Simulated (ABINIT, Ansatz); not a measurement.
**BN (Qingsongite): one start, several treatments of the self-energy**

Aim: compare treatments of exchange, screening and correlation for the gap of BN (Qingsongite).

Main program and level: ABINIT 10.8.3; PBE and many-body steps on it, plane waves.

Report form: the programs' logs are mostly left out.

## 1. Set-up

Symmetry: F-43m, No. 216, cubic system. The conventional cell has a = 3.615 Å, b = 3.615 Å, c = 3.615 Å, α = 90.00°, β = 90.00°, γ = 90.00°. Nearest to B lie 4 N at 1.57 Å. Nearest to N lie 4 B at 1.57 Å. Farther neighbours and most contacts between anions are not listed.

The cell and positions come from the Crystallography Open Database and are kept as given unless a step says otherwise.

## 2. Empty states on the mesh, 8×8×8 mesh, 226 bands

This step: ABINIT 10.8.3; DFT, PBE, plane waves, norm-conserving pseudopotentials.

The sums over transitions need many empty states on a uniform mesh; this step solves for them.

Input file run.abi:

```
acell 3*1.0 Angstrom
rprim 
  -0.000000000000 1.807500000000 1.807500000000
  1.807500000000 0.000000000000 1.807500000000
  1.807500000000 1.807500000000 -0.000000000000
ntypat 2
znucl 5 7
natom 2
typat 1 2
xred 
  0.000000000000 0.000000000000 0.000000000000
  0.250000000000 0.250000000000 0.250000000000
pp_dirpath "pseudos"
pseudos "B.upf, N.upf"
ecut 36
ngkpt 8 8 8
nshiftk 1
shiftk 0 0 0
kptopt 1
chksymbreak 0
irdden 1
istwfk *1
nband 226
prtvol 0
optdriver 6
gwr_task "HDIAGO"
paral_kgb 0
occopt 1
indata_prefix "in"
outdata_prefix "out"
tmpdata_prefix "tmp"
```

Started as:

```console
$ OMP_NUM_THREADS=1 mpirun -n 4 abinit run.abi > log
```

The job ended after 7.7 s (4 MPI ranks of Arm Neoverse V2, shared host; peak memory 0.35 GiB).

Numbers from this step:

```
gap                                                           : 4.535 eV
k of the valence top                                          : 0, 0, 0
k of the conduction bottom                                    : 0.5, 0.5, 0
least direct gap                                              : 8.878 eV
k points computed                                             : 29
lowest point of the top converged band, above the valence top : 374.1121 eV
```

On this mesh the gap is 4.535 eV.

The density comes from a self-consistent run that is not shown.

## 3. Screening, 8×8×8 mesh, 91 bands, screening to 283 eV

The RPA dielectric matrix is built and inverted for each q.

This step: RPA screening on PBE, plane waves, norm-conserving pseudopotentials.

run.abi: that of step 2 with these lines changed.

```diff
@@ -20,10 +20,11 @@
 chksymbreak 0
-irdden 1
 istwfk *1
-nband 226
-prtvol 0
-optdriver 6
-gwr_task "HDIAGO"
-paral_kgb 0
 occopt 1
+irdwfk 1
+optdriver 3
+nband 91
+ecuteps 10.4
+inclvkb 2
+awtr 1
+symchi 1
 indata_prefix "in"
```

It took 60 s on 4 MPI ranks; peak memory 0.77 GiB.

This step gave:

* ε∞ with local fields, on this mesh, along the program's q direction: 4.310
* the same without local fields: 4.661
* plasma frequency: 30.56 eV
* plane waves in the screening matrix: 137

Local fields lower ε∞ by 8 %.

## 4. G0W0, Godby-Needs plasmon pole

The self-energy is evaluated for the states that the input lists, and the levels follow from it, in one-shot runs by the linearised quasiparticle equation.

This step: G0W0 on PBE, plane waves, norm-conserving pseudopotentials.

run.abi: that of step 3 with these lines changed.

```diff
@@ -23,8 +23,17 @@
 irdwfk 1
-optdriver 3
+optdriver 4
 nband 91
+gwcalctyp 0
+ecutsigx 36
+symsigma 1
+nkptgw 2
+kptgw 
+  0.0000000000 0.0000000000 0.0000000000
+  0.5000000000 0.5000000000 0.0000000000
+bdgw 
+  2 7
+  3 6
 ecuteps 10.4
-inclvkb 2
-awtr 1
-symchi 1
+irdscr 1
+ppmodel 1
 indata_prefix "in"
```

Wall time 8.7 s (4 MPI ranks); peak memory 0.79 GiB.

This step gave:

```yaml
g0w0_gap_on_the_points_computed: 6.050 eV
starting_gap_on_the_mesh: 4.535 eV
k_of_the_valence_top: 0, 0, 0
k_of_the_conduction_bottom: 0.5, 0.5, 0
z_at_the_valence_top: 0.827
z_at_the_conduction_bottom: 0.854
least_direct_g0w0_gap_on_the_computed_points: 10.96 eV
```

The gap on the mesh goes from 4.53 eV to 6.05 eV, a correction of +1.52 eV.

## 5. G0W0, Engel-Farid plasmon pole

run.abi: that of step 4 with these lines changed.

```diff
@@ -37,3 +37,3 @@
 irdscr 1
-ppmodel 1
+ppmodel 4
 indata_prefix "in"
```

Run time: 4.3 s. Hardware: 4 MPI ranks; peak memory 0.74 GiB.

Numbers from this step:

```yaml
g0w0_gap_on_the_points_computed: 6.224 eV
starting_gap_on_the_mesh: 4.535 eV
k_of_the_valence_top: 0, 0, 0
k_of_the_conduction_bottom: 0.5, 0.5, 0
z_at_the_valence_top: 0.838
z_at_the_conduction_bottom: 0.864
least_direct_g0w0_gap_on_the_computed_points: 11.15 eV
```

Against G0W0 in ABINIT (8×8×8 mesh, 91 bands, screening to 283 eV, Godby-Needs plasmon pole), the gap moves by +0.174 eV.

## 6. G0W0, von der Linden-Horsch plasmon pole

run.abi: that of step 5 with these lines changed.

```diff
@@ -37,3 +37,3 @@
 irdscr 1
-ppmodel 4
+ppmodel 3
 indata_prefix "in"
```

It took 4.2 s on 4 MPI ranks; peak memory 0.73 GiB.

Numbers from this step:

```yaml
g0w0_gap_on_the_points_computed: 6.078 eV
starting_gap_on_the_mesh: 4.535 eV
k_of_the_valence_top: 0, 0, 0
k_of_the_conduction_bottom: 0.5, 0.5, 0
least_direct_g0w0_gap_on_the_computed_points: 11.02 eV
```

Against G0W0 in ABINIT (8×8×8 mesh, 91 bands, screening to 283 eV, Godby-Needs plasmon pole), the gap moves by +0.028 eV.

## 7. One-shot Hartree-Fock

This step: one-shot Hartree-Fock on PBE, plane waves, norm-conserving pseudopotentials.

run.abi: that of step 6 with these lines changed.

```diff
@@ -24,4 +24,4 @@
 optdriver 4
-nband 91
-gwcalctyp 0
+nband 8
+gwcalctyp 5
 ecutsigx 36
@@ -35,5 +35,4 @@
   3 6
-ecuteps 10.4
-irdscr 1
-ppmodel 3
+ixc_sigma 40
+fftgw 31
 indata_prefix "in"
```

The job ended after 1.8 s (4 MPI ranks; peak memory 0.11 GiB).

Numbers from this step:

```yaml
quasiparticle_gap_on_the_points_computed: 13.27 eV
starting_gap_on_the_mesh: 4.535 eV
k_of_the_valence_top: 0, 0, 0
k_of_the_conduction_bottom: 0.5, 0.5, 0
least_direct_quasiparticle_gap_on_the_computed_points: 19.07 eV
```

Against G0W0 in ABINIT (8×8×8 mesh, 91 bands, screening to 283 eV, Godby-Needs plasmon pole), the gap moves by +7.221 eV.

## 8. Screening, 8×8×8 mesh, 91 bands, screening to 283 eV

This step: RPA screening on PBE, plane waves, norm-conserving pseudopotentials.

run.abi: that of step 7 with these lines changed.

```diff
@@ -23,16 +23,14 @@
 irdwfk 1
-optdriver 4
-nband 8
-gwcalctyp 5
-ecutsigx 36
-symsigma 1
-nkptgw 2
-kptgw 
-  0.0000000000 0.0000000000 0.0000000000
-  0.5000000000 0.5000000000 0.0000000000
-bdgw 
-  2 7
-  3 6
-ixc_sigma 40
-fftgw 31
+optdriver 3
+nband 91
+ecuteps 10.4
+inclvkb 2
+awtr 1
+symchi 1
+gwcalctyp 2
+nfreqre 16
+freqremax 40 eV
+nfreqim 8
+spmeth 1
+nomegasf 120
 indata_prefix "in"
```

Elapsed: 2.1 min, on 4 MPI ranks; peak memory 0.86 GiB; 8.5 min of CPU time.

This step gave:

```yaml
eps_infinity_with_local_fields_on_this_mesh_along_the_program_s_q_direction: 4.337
the_same_without_local_fields: 4.692
plasma_frequency: 30.56 eV
plane_waves_in_the_screening_matrix: 137
```

## 9. G0W0, contour deformation

This step: G0W0 on PBE, plane waves, norm-conserving pseudopotentials.

run.abi: that of step 8 with these lines changed.

```diff
@@ -23,14 +23,16 @@
 irdwfk 1
-optdriver 3
+optdriver 4
 nband 91
+gwcalctyp 2
+ecutsigx 36
+symsigma 1
+nkptgw 2
+kptgw 
+  0.0000000000 0.0000000000 0.0000000000
+  0.5000000000 0.5000000000 0.0000000000
+bdgw 
+  2 7
+  3 6
 ecuteps 10.4
-inclvkb 2
-awtr 1
-symchi 1
-gwcalctyp 2
-nfreqre 16
-freqremax 40 eV
-nfreqim 8
-spmeth 1
-nomegasf 120
+irdscr 1
 indata_prefix "in"
```

The job ended after 7 s (4 MPI ranks; peak memory 1.1 GiB).

Numbers from this step:

- G0W0 gap on the points computed: 6.123 eV
- starting gap on the mesh: 4.535 eV
- k of the valence top: 0, 0, 0
- k of the conduction bottom: 0.5, 0.5, 0
- least direct G0W0 gap on the computed points: 11.03 eV

Against G0W0 in ABINIT (8×8×8 mesh, 91 bands, screening to 283 eV, Godby-Needs plasmon pole), the gap moves by +0.073 eV.

## 10. Side by side

Times are wall times on 4 MPI ranks of Arm Neoverse V2, shared host, good to a factor of about two. A run's time includes the screening step that it read.

| run | mesh | bands | screening cutoff (eV) | DFT gap (eV) | gap on the mesh (eV) | direct (eV) | ε∞ used | time |
| --- | --- | --- | --- | --- | --- | --- | --- | --- |
| G0W0, Godby-Needs plasmon pole | 8×8×8 | 91 | 283 | 4.535 | 6.050 | 10.963 | 4.31 | 69 s |
| G0W0, Engel-Farid plasmon pole | 8×8×8 | 91 | 283 | 4.535 | 6.224 | 11.148 | 4.31 | 64 s |
| G0W0, von der Linden-Horsch plasmon pole | 8×8×8 | 91 | 283 | 4.535 | 6.078 | 11.024 | 4.31 | 64 s |
| one-shot Hartree-Fock | 8×8×8 | - | - | 4.535 | 13.271 | 19.065 | - | 1.8 s |
| G0W0, contour deformation | 8×8×8 | 91 | 283 | 4.535 | 6.123 | 11.025 | 4.34 | 2.2 min |

## 11. Outcome

| Item | Value |
| --- | --- |
| G0W0, Godby-Needs plasmon pole | 6.050 eV |
| G0W0, Engel-Farid plasmon pole | 6.224 eV |
| G0W0, von der Linden-Horsch plasmon pole | 6.078 eV |
| one-shot Hartree-Fock | 13.271 eV |
| G0W0, contour deformation | 6.123 eV |
| known limits | not at the basis limit |

In words: G0W0, Engel-Farid plasmon pole: +0.174 eV against G0W0, Godby-Needs plasmon pole. G0W0, von der Linden-Horsch plasmon pole: +0.028 eV against G0W0, Godby-Needs plasmon pole. One-shot Hartree-Fock: +7.221 eV against G0W0, Godby-Needs plasmon pole. G0W0, contour deformation: +0.073 eV against G0W0, Godby-Needs plasmon pole. Bare exchange alone opens the gap to 13.27 eV; against G0W0, correlation takes back 7.22 eV. Bands and cutoff are finite, so the gap is not at the basis limit. The miss can reach some tenths of an eV and take either sign; the mesh is an error of its own. In the G0W0 runs levels were corrected at 2 k points alone, so a gap called «on the mesh» is the least over those, and an edge elsewhere would be missed.

[Paths, hosts, dates, memory and timing lines, banners, echoed tables and standing remarks are left out of the program output.]

[Logs are printed without paths, hosts, clocks, repeated set-up lines and the standing remarks that a program may print on its own settings, such as how far it seeks lower states.]

[Runs of the session that timed out or met a known fault of the program may be left out.]

[Hosts, paths, dates, database ids (printed as entryN), source tags and the programs' standing remarks are cut or masked in the printed files.]

[G0W0 gaps are taken among the corrected bands and points alone; a level outside them can change the order at an edge.]

[Where Ansatz stands beside ABINIT at settings called matched, ABINIT's density can come from a denser mesh and the files from another edition; pairs whose starting gaps differed by over 0.03 eV were left out, so agreement reads better than it is.]
